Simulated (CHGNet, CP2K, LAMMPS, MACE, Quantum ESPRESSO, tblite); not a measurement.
# Bulk modulus two ways: glassy 68SiO2-14MgO-11ZnO-7BaO (mol %) (75 atoms), QE, PBE

The cell holds 75 atoms (19 Si, 4 Mg, 3 Zn, 2 Ba and 47 O). Recipe: 75 atoms (19 Si, 4 Mg, 3 Zn, 2 Ba, 47 O) placed at random at 2.53 g/cm³, melted at 4000 K for 10 ps at fixed volume with the Morse and Coulomb pair potential with partial charges (Pedone, Malavasi, Menziani, Cormack and Segre, J. Phys. Chem. B 110, 11780 (2006)). Quenched from 4000 K to 300 K at 25 K/ps and fixed volume, held 5 ps, then minimised at fixed cell. Then the atoms were relaxed with MACE MP-0b3 medium in the fixed cell.

Calculated with Quantum ESPRESSO 7.5: PBE; plane waves, SSSP efficiency, 60/480 Ry; k-points Γ. The cell is scaled evenly by ±3 % in volume, and MACE MP-0b3 medium relaxes the atoms at each volume before the single point.

| volume (Å³/atom) | energy less the middle row's (meV/atom) | pressure (GPa) |
| --- | --- | --- |
| 15.734 | -3.639 | -0.615 |
| 16.221 | 0.000 | -2.029 |
| 16.708 | 7.082 | -3.037 |

**Question.** Find the bulk modulus at the middle volume from the pressures and from the energies, and check the printed pressure against the slope of the energy (1 meV/Å³ = 0.16022 GPa).

**Working.**

The step is h = 0.4866 Å³. From pressures: B = −V dP/dV = 16.221 × (-0.615 − (-3.037)) / (2 × 0.4866) = 40.4 GPa.

From energies: B = V d²E/dV² = 16.221 × (-3.639 + (7.082)) / 0.4866² = 235.9 meV/Å³ = 37.8 GPa.

Slope: P = −dE/dV = −(7.082 − (-3.639)) / (2 × 0.4866) = -11.0 meV/Å³ = -1.76 GPa, against -2.03 GPa printed.

The two moduli agree within 6 %.

A central difference over ±3 % overstates P by about B(1 + B′)(0.03)²/6, some 0.03 GPa for B′ = 4, which is small against the gap found. The atoms follow MACE MP-0b3 medium, so this level's forces do work along the path, which enters the energies but not the printed pressures. A stress printed at a finite cutoff holds the number of plane waves fixed and tends to come out low, which is the sign found here.

Limits: three points, a static cell at zero temperature, the cell shape held; the modulus is that at -2.0 GPa, not at zero pressure.

[Hosts, paths, dates, database ids (printed as entryN), source tags and the programs' standing remarks are cut or masked in the printed files.]
